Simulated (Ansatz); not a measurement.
# From PBE to G0W0: NaI (Fm-3m)

Aim: the quasiparticle gap of NaI (Fm-3m), starting from PBE.

Main program and level: Ansatz 0.2.0; PBE, then G0W0 on it, plane waves, PAW.

## Step 1: Starting point

The structure is cubic, space group Fm-3m (No. 225). The conventional cell has a = 6.473 Å, b = 6.473 Å, c = 6.473 Å, α = 90.00°, β = 90.00°, γ = 90.00°. Nearest to Na lie 6 I at 3.24 Å. Nearest to I lie 6 Na at 3.24 Å. Farther neighbours and most contacts between anions are not listed.

As a file:

```cif
data_structure
_symmetry_space_group_name_H-M 'P 1'
_symmetry_Int_Tables_number 1
_cell_length_a 4.5770
_cell_length_b 4.5770
_cell_length_c 4.5770
_cell_angle_alpha 60.000
_cell_angle_beta 60.000
_cell_angle_gamma 60.000
_cell_volume 67.80
loop_
_atom_site_label
_atom_site_type_symbol
_atom_site_fract_x
_atom_site_fract_y
_atom_site_fract_z
_atom_site_occupancy
Na1 Na 0.00000 0.00000 0.00000 1
I2 I 0.50000 0.50000 0.50000 1
```

The cell and positions come from the Crystallography Open Database and are kept as given unless a step says otherwise. Spin-orbit coupling is left out unless a step names it. The default PAW set here is soft_2. Its files were made with PBE.

## Step 2: The PBE band structure

Levels along a band path and on the mesh show where this functional puts the band edges.

This step: DFT, PBE, plane waves, PAW.

File input.yaml:

```yaml
crystal:
  lattice:
    - [0.0, 3.2364, 3.2364]
    - [3.2364, 0.0, 3.2364]
    - [3.2364, 3.2364, 0.0]
  atoms:
    - { symbol: Na, position: [0.0, 0.0, 0.0] }
    - { symbol: I, position: [0.5, 0.5, 0.5] }
kpoints:
  mp_grid: { grid: [6, 6, 6] }
  band_path:
    path:
      - [[0.0, 0.0, 0.0], [0.5, 0.0, 0.5], [0.625, 0.25, 0.625]]
      - [[0.375, 0.375, 0.75], [0.0, 0.0, 0.0], [0.5, 0.5, 0.5], [0.5, 0.25, 0.75], [0.5, 0.0, 0.5]]
    npoints: 10
hamiltonian:
  xc: pbe
scf:
  occupations: { method: fermi_dirac, width: 0.02 }
  n_extra_bands: 4
output:
  eigenvalues: true
  write_density: true
  write_potential: true
  elf: true
  volumetric_format: npy
```

Started as:

```
ansatz run input.yaml --threads 3 --pin off --max-ram 92160MiB --backend cuda --events-out ev --progress --plain --runs-dir out --devices 1 --max-vram 13GiB
```

Numbers of over 12 decimals in the logs are rounded to 6 here.

Log:

```text
scf.n_extra_bands = 4 over 13 filled bands (N_el = 26.0): the run solves 17 bands
GPUs: using 1 of 1 available (devices: 1).
Engine: ansatz 0.2.0, x86_64-unknown-linux-gnu
Pseudopotentials: kind: paw
Pseudopotential: Na, paw, valence charge 9, recommended cutoff 420 eV (normal), Na.paw.azcp
Pseudopotential: I, paw, valence charge 17, recommended cutoff 420 eV (normal), I.paw.azcp
Functional definition: PBE
  parameter kappa = 0.804
  parameter beta = 0.066725
  exchange = pbe_x(kappa = kappa, mu = beta*pi^2/3)
  correlation = pbe_c(beta = beta)
device memory: the entry about to start is reckoned to put 0.8 GiB on a device that reports 38.8 GiB free (of which the cap on the GPU budget leaves the run 13.0 GiB)
GPU FFT provider: cuFFT
GPU libraries: cuBLAS 13.8.2, cuFFT 12.4.0, cuSOLVER 12.3.4
Crystal: 2 atoms, lattice volume = 67.798 Å³
Basis set: ecut = 420 eV, 1363 PW (Γ)
Bands: 17, of which v1, the nominal top of the filled ones, is band 13 counted from 1 (12 counted from 0)
Symmetry: 48 space group operations
Space group: Fm-3m (ITA 225), of the structure as read, at distance tolerance 4.1e-5 Å
k-points: 16 of 216
Non-local potential: Na, projectors of the file, l = 0: 3, l = 1: 2, l = 2: 1
Non-local potential: I, projectors of the file, l = 0: 2, l = 1: 2, l = 2: 2, l = 3: 2
PAW form: soft (Blöchl's): semilocal exchange-correlation on the pseudo side does not see the compensation charge
PAW one-centre angular grid: Na, 110 points (default); XC on 64 Gauss nodes
PAW one-centre angular grid: I, 590 points (default); XC on 64 Gauss nodes
Initial density: superposition of atomic densities (neutral atoms: chi_scale 0, normalization atom), corrected by the library's trained network
Initial wavefunctions: pseudopotential atomic-orbital guess
GPU buffer pool allocated for 32768 grid points (all kernels)
GPU transforms: local potential and band sums: pruned to the plane-wave sphere, on 30×32×32
Functional: x = pbe(κ = 0.804, μ = 0.219515), c = pbe(β = 0.066725)
SCF iter   1: F=—  HF=-9001.882545 eV  |F-HF|=—  |Δ(HF+E_count)|=         —  Δρ=5.29e-4  dr2=3.99e-4  ethr=1.77e-3  ⟨swp⟩=6.3  Hψ=1478  notcnv=0
preconditioner: auto → none  [insulator: Δε(μ)=3.642 eV  Ē_g=10.593 eV  σ=0.020 eV  W_gap=1.00  n_scr=14 (ndim 8)  ℏωp=12.8 eV  f_vac=0.068  D(μ)=0.00/eV (n_scr^D=0)  ε∞_Penn≈2.4]
SCF iter   2: F=—  HF=-9001.882811 eV  |F-HF|=—  |Δ(HF+E_count)|=   2.66e-4  Δρ=7.78e-4  dr2=9.77e-4  ethr=1.53e-6  ⟨swp⟩=3.1  Hψ=734  notcnv=0
SCF iter   3: F=—  HF=-9001.882604 eV  |F-HF|=—  |Δ(HF+E_count)|=   2.07e-4  Δρ=4.74e-4  dr2=3.61e-4  ethr=1.53e-6  ⟨swp⟩=2.1  Hψ=337  notcnv=0
SCF iter   4: F=—  HF=-9001.882546 eV  |F-HF|=—  |Δ(HF+E_count)|=   5.81e-5  Δρ=1.69e-4  dr2=4.38e-5  ethr=1.39e-6  ⟨swp⟩=2.0  Hψ=333  notcnv=0
SCF iter   5: F=—  HF=-9001.882579 eV  |F-HF|=—  |Δ(HF+E_count)|=   3.33e-5  Δρ=3.21e-5  dr2=1.60e-6  ethr=1.69e-7  ⟨swp⟩=2.6  Hψ=446  notcnv=0
SCF iter   6: F=—  HF=-9001.882578 eV  |F-HF|=—  |Δ(HF+E_count)|=   6.01e-7  Δρ=1.21e-5  dr2=2.06e-7  ethr=6.14e-9  ⟨swp⟩=2.3  Hψ=382  notcnv=0
SCF iter   7: F=-9001.882578 eV  HF=-9001.882578 eV  |F-HF|=5.99e-8  |Δ(HF+E_count)|=   5.19e-8  Δρ=7.06e-6  dr2=7.83e-8  ethr=3.85e-10  ⟨swp⟩=3.2  Hψ=957  notcnv=0
SCF 1 converged in 7 iterations: F = -9001.882578 eV  dr2 = 7.83e-8
  greatest PAW one-centre occupation: 0.999 electrons in one spin orbital (limit 2), on the Na atom at site 0 (counted from 0), in its partial waves of l = 0
device memory: the entry about to start is reckoned to put 1.2 GiB on a device that reports 38.8 GiB free (of which the cap on the GPU budget leaves the run 13.0 GiB)
NSCF: frozen V_eff on 62 k-points, pencils in batches of 32, up to order 76
SCF converged after 7 iterations
Free energy (F): -9001.882578 eV
Harris-Foulkes:  -9001.882578 eV  (|F-HF|=5.99e-8)
Internal energy: -9001.882578 eV  (E = F + TS)
E sigma→0 (E₀):  -9001.882578 eV
Fermi energy:    4.867444 eV
--- Per-component energies (eV) ---
  E_band       = -614.430601
  E_kinetic    = 309.814989
  E_local      = -3350.242028  (includes V_loc(G=0)·N_el)
  E_nonlocal   = 24.969767
  E_hartree    = 1519.080566
  E_xc         = -167.305979
  E_vxc        = -179.044775  (∫ρ·V_xc dr)
  E_paw        = -5080.349735  (= ΣΔE_a)
  E_vpaw       = -458.074464  (= ΣTr[D̂ρ^β])
  E_aug_tail   = -0.000041  (compensation charges beyond the density's cutoff)
  E_ewald      = -2257.850118
  E_smearing   = -0.000000  (= −TS)
  E_closure    = 0.000000  (closes the sum)
  Σ components = -9001.882578   (vs F -9001.882578, Δ=0.00e0)
--- Band table (eV; the first three rows and the last of 16) ---
  k-point 0: bands = [... 9 lower, -7.9836, 3.0331, 3.0331, 3.0331, 6.6773, 10.9945, 10.9945, 10.9945]
  k-point 1: bands = [... 9 lower, -7.9100, 2.3012, 2.9581, 2.9581, 7.4881, 10.5009, 11.1836, 11.1836]
  k-point 2: bands = [... 9 lower, -7.7541, 1.2739, 2.8181, 2.8181, 8.1409, 10.7585, 10.7585, 11.0380]
  k-point 15: bands = [... 9 lower, -7.5879, 1.3663, 1.9303, 2.1473, 8.3967, 9.5480, 11.6148, 11.6742]
```

Run time: 8.3 s. Hardware: 1 × NVIDIA H100 80GB HBM3 (shared by 6 runs) with 3 threads of AMD EPYC 7R13 (Zen 3), shared host; peak memory 0.93 GiB; 3.8 s of CPU time.

In the SCF lines HF is the Harris–Foulkes energy and dr2 the Hartree energy of the density residual, in eV; the loop may stop once dr2 is under the threshold and the program's other checks hold. Hψ counts applications of the Hamiltonian.

Numbers from this step:

- filled bands: 13
- gap: 3.644 eV
- valence top at: Γ
- conduction bottom at: Γ
- least direct gap: 3.644 eV

Over mesh and path the gap is 3.644 eV, direct, at k = Γ.

Electronic bands along the path, in eV, zero at the top of the highest nominally filled band:

| point | band 10 | band 11 | band 12 | band 13 | band 14 | band 15 | band 16 | band 17 |
| --- | --- | --- | --- | --- | --- | --- | --- | --- |
| Γ | -11.02 | 0.00 | 0.00 | 0.00 | 3.64 | 7.96 | 7.96 | 7.96 |
| halfway | -10.82 | -1.22 | -0.40 | -0.40 | 5.28 | 6.37 | 7.59 | 9.24 |
| X | -10.63 | -1.90 | -0.74 | -0.74 | 4.50 | 5.57 | 9.87 | 11.29 |
| halfway | -10.63 | -1.83 | -0.94 | -0.71 | 4.75 | 5.87 | 9.48 | 10.23 |
| U | -10.63 | -1.64 | -1.34 | -0.60 | 5.22 | 6.70 | 8.71 | 9.24 |
| jump to K | -10.63 | -1.64 | -1.34 | -0.60 | 5.22 | 6.70 | 8.71 | 9.24 |
| halfway | -10.81 | -1.41 | -0.59 | -0.15 | 5.65 | 7.15 | 7.39 | 8.19 |
| Γ | -11.02 | 0.00 | 0.00 | 0.00 | 3.64 | 7.96 | 7.96 | 7.96 |
| halfway | -10.87 | -1.29 | -0.15 | -0.15 | 4.93 | 7.52 | 7.99 | 7.99 |
| L | -10.70 | -2.18 | -0.28 | -0.28 | 5.10 | 7.47 | 7.47 | 8.73 |
| halfway | -10.66 | -1.90 | -0.91 | -0.48 | 6.15 | 6.31 | 8.29 | 8.29 |
| W | -10.62 | -1.40 | -1.40 | -0.93 | 5.83 | 7.50 | 7.50 | 7.92 |
| halfway | -10.62 | -1.77 | -0.96 | -0.84 | 5.03 | 6.12 | 9.08 | 9.29 |
| X | -10.63 | -1.90 | -0.74 | -0.74 | 4.50 | 5.57 | 9.87 | 11.29 |

The electronic bands as a text plot (rows in eV, shown from -8.0 to 7.8 only):

```
    7.5 | ++ +++            ++++++++++   ++++++++++++   ++++
    6.8 |   +++          +++++++++                 +++  +   +
    6.2 |      +++     ++   ++++                      +++    ++
    5.5 |      ++ +++++   ++    +                  +++   +++++ ++
    4.9 |   +++  ++++ ++++       +++       ++++++++           ++
    4.2 |  +         +              +    ++                     +
    3.5 |++                          ++++
    2.9 |
    2.2 |
    1.6 |
    0.9 |
    0.2 |***                      *********
   -0.4 | ****************************  *****************
   -1.1 |    ***      ***** **** ***       **         ***********
   -1.7 |       *****************            ***     ************
   -2.4 |                                       *****
   -3.1 |
   -3.7 |
   -4.4 |
   -5.0 |
   -5.7 |
   -6.4 |
   -7.0 |
   -7.7 |
         Γ           X  U|K            Γ         L        W     X
```

Electrostatic potential energy in the ac plane of the conventional cell at fractional y = 0.000, with atoms of Na and I within 0.2 Å of it. With pseudopotentials it is smooth inside the atoms' cores, unlike the true potential.

Values in eV, 10 rows by 16 columns, each cell a mean:
```
-32 -15   2   6   6  -1 -12  -2   1  -9  -8   4   6   4  -5 -28
  2   4   6   7   8   6   1  -5  -6  -2   5   7   8   7   5   3
  5   6   8   8   8   8   7   6   6   6   8   8   8   8   7   6
-10  -7   2   7   7   6   3  -1  -2   2   5   7   7   5  -4 -10
  6  -6 -10   4   6   4  -9 -36 -40 -21   1   6   6  -3 -12   3
  1  -9  -8   4   6   4  -5 -28 -32 -15   2   6   6  -1 -12  -2
 -6  -2   5   7   8   7   5   3   2   4   6   7   8   6   1  -5
  6   6   8   8   8   8   7   6   5   6   8   8   8   8   7   6
 -2   2   5   7   7   5  -4 -10 -10  -7   2   7   7   6   3  -1
-40 -21   1   6   6  -3 -12   3   6  -6 -10   4   6   4  -9 -36
```
Columns run along a (6.5 Å; values clipped at the 3rd and 97th percentile), rows up along c (6.5 Å), edges of the conventional cell, whose origin can differ from the input's. Atoms in or near the plane, at fractional coordinates: Na at (0.00, 0.00), Na at (0.50, 0.50), I at (0.50, 0.00), I at (0.00, 0.50).

Valence density in the ac plane of the conventional cell at fractional y = 0.000, with atoms of Na and I within 0.2 Å of it. It is the smooth field of the valence electrons, not physical close to the nuclei.

Values in e/Å³, 10 rows by 16 columns, each cell a mean:
```
 8  2  0  0  0  0  2  7  9  3  1  0  0  0  1  6
 0  0  0  0  0  0  0  1  1  0  0  0  0  0  0  0
 0  0  0  0  0  0  0  0  0  0  0  0  0  0  0  0
 1  1  0  0  0  0  0  0  0  0  0  0  0  0  1  1
13  5  1  0  0  0  1  9 12  3  0  0  0  1  2 10
 9  3  1  0  0  0  1  6  8  2  0  0  0  0  2  7
 1  0  0  0  0  0  0  0  0  0  0  0  0  0  0  1
 0  0  0  0  0  0  0  0  0  0  0  0  0  0  0  0
 0  0  0  0  0  0  1  1  1  1  0  0  0  0  0  0
12  3  0  0  0  1  2 10 13  5  1  0  0  0  1  9
```
Columns run along a (6.5 Å), rows up along c (6.5 Å), edges of the conventional cell, whose origin can differ from the input's. Atoms in or near the plane, at fractional coordinates: Na at (0.00, 0.00), Na at (0.50, 0.50), I at (0.50, 0.00), I at (0.00, 0.50).

## Step 3: One-shot GW

G0W0 replaces the xc potential by a self-energy built once from the orbitals of the start. Levels are corrected in the window of bands that the input names, at points of the mesh.

This step: G0W0 on PBE, plane waves, PAW.

input.yaml, the sections that differ from step 2:

```yaml
kpoints:
  mp_grid: { grid: [4, 4, 4] }
scf:
  occupations: { method: fixed }
gw:
  n_empty_bands: 435
  ecut_chi: 200.0
  qp_bands: [v2, c2]
  qp_kpoints: band_edges
  screening: { model: contour_deformation }
# crystal, hamiltonian: as in step 2
# output: removed
```

Log:

```text
GPUs: using 1 of 1 available (devices: 1).
[...]
GPU FFT provider: cuFFT
GPU libraries: cuBLAS 13.8.2, cuFFT 12.4.0, cuSOLVER 12.3.4
Crystal: 2 atoms, lattice volume = 67.798 Å³
Basis set: ecut = 420 eV, 1363 PW (Γ)
Bands: 17, of which v1, the nominal top of the filled ones, is band 13 counted from 1 (12 counted from 0)
Symmetry: 48 space group operations
[...]
k-points: 8 of 64
[...]
GPU buffer pool allocated for 32768 grid points (all kernels)
[...]
SCF iter   1: F=—  HF=-9001.877174 eV  |F-HF|=—  |Δ(HF+E_count)|=         —  Δρ=6.27e-4  dr2=6.17e-4  ethr=1.77e-3  ⟨swp⟩=5.1  Hψ=604  notcnv=0  defer=12
[...]
SCF iter   8: F=-9001.877046 eV  HF=-9001.877046 eV  |F-HF|=6.03e-8  |Δ(HF+E_count)|=   1.11e-7  Δρ=7.16e-6  dr2=8.25e-8  ethr=3.85e-10  ⟨swp⟩=4.5  Hψ=562  notcnv=0
SCF 1 converged in 8 iterations: F = -9001.877046 eV  dr2 = 8.25e-8
[...]
NSCF: frozen V_eff on 8 k-points
the band table was solved once the SCF had ended and its energy, with any forces and stress, was formed, with the checks that follow a solve (833 applications of the Hamiltonian). They found nothing against the state; the energy, forces and stress were not computed again (output.eigenvalues in the input reference)
[...]
G₀W₀ screening: q 1/8
[... further progress lines ...]
[...]
SCF converged after 8 iterations
Free energy (F): -9001.877046 eV
[...]
Internal energy: -9001.877046 eV  (E = F + TS)
E sigma→0 (E₀):  -9001.877046 eV
Fermi energy:    3.038382 eV
[...]
--- Band table (eV; the first three rows and the last of 8) ---
  k-point 0: bands = [... 9 lower, -7.9769, 3.0384, 3.0384, 3.0384, 6.6804, 10.9971, 10.9971, 10.9971]
  k-point 1: bands = [... 9 lower, -7.8268, 1.7488, 2.8918, 2.8918, 7.9672, 10.5540, 11.0290, 11.0290]
  k-point 2: bands = [... 9 lower, -7.6643, 0.8599, 2.7576, 2.7576, 8.1358, 10.5021, 10.5021, 11.7694]
  k-point 7: bands = [... 9 lower, -7.5788, 1.6331, 1.6331, 2.1075, 8.8669, 10.5348, 10.5348, 10.9589]
--- G₀W₀: contour deformation, 6 samples at zero and on the imaginary axis and 2 off it, 64 q-points, 435 empty bands' worth ---
  eigenvalues of the whole cell's RPA ε∞ on this k-mesh (on a slab, of 1 + 4πα/V) = 3.2066, 3.2066, 3.2066; static W/v taken at q = 0 is 0.311856
  bands read: the sum over 448 bands ends inside a degenerate multiplet in 3 slots, whose members it reads at an even weight; the widest, k=0: bands 447 to 449 (counted from 1) at 2/3 each
  gw.qp_kpoints: band_edges: 6 of 8 stored k-points solved, in 1 pass; an edge of the gap read off the rows below is read off those points alone
    valence top: of the k-points left out ik 4 came nearest to being solved in a further pass, in band 13 (counted from 1, as in the quasiparticle table): it holds the edge there only if its correction is more favourable than any solved in that band by at least 0.527 eV; those differ by 0.066 eV
    conduction bottom: of the k-points left out ik 4 came nearest to being solved in a further pass, in band 14 (counted from 1, as in the quasiparticle table): it holds the edge there only if its correction is more favourable than any solved in that band by at least 1.816 eV; those differ by 0.183 eV
    ik  band        ε_KS         Σx   Σc(E_QP)       V_xc       Z   E_QP_lin       E_QP  E_QP is
     0    12      3.0384   -17.5614     1.4336   -14.5415  0.7912     1.4134     1.4520  root
     0    13      3.0384   -17.5614     1.4336   -14.5415  0.7912     1.4134     1.4520  root
     0    14      6.6804    -5.2755    -3.3657    -9.0709  0.8325     7.1120     7.1101  root
     0    15     10.9971    -3.7357    -3.5863    -7.8644  0.8150    11.5438    11.5396  root
     1    12      2.8918   -17.3718     1.4765   -14.2929  0.7900     1.2490     1.2894  root
     1    13      2.8918   -17.3718     1.4765   -14.2929  0.7900     1.2490     1.2894  root
     1    14      7.9672    -5.3843    -3.4309    -9.2668  0.8259     8.4211     8.4187  root
     1    15     10.5540    -4.8221    -3.7099    -9.0453  0.8088    11.0713    11.0672  root
     2    12      2.7576   -17.2274     1.5222   -14.0867  0.7888     1.0967     1.1391  root
     2    13      2.7576   -17.2274     1.5222   -14.0867  0.7888     1.0967     1.1391  root
     2    14      8.1358    -4.2489    -3.2819    -7.9347  0.8284     8.5415     8.5397  root
     2    15     10.5021    -4.4203    -3.5443    -8.6039  0.8147    11.1472    11.1413  root
     3    12      2.6344   -17.0969     1.5594   -13.9170  0.7881     0.9706     1.0139  root
     3    13      2.6344   -17.0969     1.5594   -13.9170  0.7881     0.9706     1.0139  root
     3    14      8.3204    -5.7752    -3.5141    -9.8385  0.8224     8.8733     8.8696  root
     3    15      9.4037    -3.2997    -3.3447    -7.0489  0.8240     9.8102     9.8082  root
     5    12      2.0733   -16.3988     1.7287   -13.0139  0.7835     0.3676     0.4170  root
     5    13      2.7507   -17.2040     1.5183   -14.0693  0.7888     1.0920     1.1342  root
     5    14      9.2574    -4.5379    -3.4869    -8.5071  0.8208     9.7427     9.7397  root
     5    15      9.8910    -5.7419    -3.7796   -10.2007  0.8100    10.5771    10.5702  root
     6    12      2.2948   -16.8329     1.6825   -13.4981  0.7848     0.5950     0.6425  root
     6    13      2.2948   -16.8329     1.6825   -13.4981  0.7848     0.5950     0.6425  root
     6    14      7.5352    -4.5127    -3.2664    -8.3657  0.8292     8.1256     8.1218  root
     6    15      8.6040    -3.3381    -3.1989    -6.9037  0.8283     8.9722     8.9707  root
```

The job ended after 15 s (1 × NVIDIA H100 80GB HBM3 (shared by 6 runs) with 3 threads; peak memory 1.4 GiB; 17 s of CPU time).

Numbers from this step:

```
bands summed                                    : 448
RPA ε∞ on this mesh (eigenvalues)               : 3.207, 3.207, 3.207
plane waves in the screening matrix             : 411
q-points in the mesh                            : 64
G0W0 gap over the corrected points              : 5.658 eV
k of the valence top                            : 0, 0, 0
k of the conduction bottom                      : 0, 0, 0
starting gap on the mesh                        : 3.642 eV
Z at the valence top                            : 0.7912
Z at the conduction bottom                      : 0.8325
least direct G0W0 gap over the corrected points : 5.658 eV
```

Over 6 of 8 irreducible mesh points the G0W0 gap is 5.658 eV, direct, at k = Γ. The PBE gap of this run on the mesh is 3.642 eV. The two states that bound the G0W0 gap lie that far apart at the start, so the correction of the gap is 5.658 − 3.642 = +2.016 eV. The start of this run differs from the step before in mesh (6×6×6 and 4×4×4).

Labels follow the order of the start: v1 is the top filled band, c1 the lowest empty one; levels that stay degenerate share a row, the window can cut a multiplet, doubted levels are not marked in this list, bands outside the window were not corrected, and the list may be a part of the corrected levels. Levels before and after the correction, in eV, zero at the valence-band top of each column:

|  | conduction bottom | valence top |
| --- | --- | --- |
| Kohn-Sham | 3.64 | 0.00 |
| G0W0 | 5.66 | 0.00 |

|  | level | occupation | energy (eV) |
| --- | --- | --- | --- |
| Kohn-Sham | Γ v2-v1 | 2 | 0.000 |
| Kohn-Sham | Γ c1 | 0 | 3.642 |
| Kohn-Sham | Γ c2 | 0 | 7.959 |
| G0W0 | Γ v2-v1 | 2 | 0.000 |
| G0W0 | Γ c1 | 0 | 5.658 |
| G0W0 | Γ c2 | 0 | 10.088 |

The parts of the quasiparticle energy for the two states that bound the G0W0 gap, in eV on the run's own scale (QP = start + Σx + Σc − Vxc, with Σc at the quasiparticle energy):

| edge | k | band | start | Σx | Σc | Vxc | Z | QP |
| --- | --- | --- | --- | --- | --- | --- | --- | --- |
| valence top | Γ | 12 | 3.038 | −17.561 | 1.434 | −14.541 | 0.791 | 1.452 |
| conduction bottom | Γ | 14 | 6.680 | −5.276 | −3.366 | −9.071 | 0.833 | 7.110 |

[end of part 1 of 2]

[Paths, hosts, dates, memory and timing lines, banners, echoed tables and standing remarks are left out of the program output.]

[Logs are printed without paths, hosts, clocks, repeated set-up lines and the standing remarks that a program may print on its own settings, such as how far it seeks lower states.]

[Runs of the session that timed out or met a known fault of the program may be left out.]

[Cells called generated may have been cut or substituted from an entry of the Crystallography Open Database or the Materials Project.]

[Hosts, paths, dates, database ids (printed as entryN), source tags and the programs' standing remarks are cut or masked in the printed files.]

[Where an RPA ε∞ is given, it is that of the G0W0 mesh and is not shown converged in it. Names of k-points follow the symmetry that the program found, which can be lower than the space group named. Band edges on a path are those of the sampled points; other points can move an edge, and change direct to indirect where valleys lie close.]

[Hybrid gaps are those of their k-mesh and are not shown converged in it.]
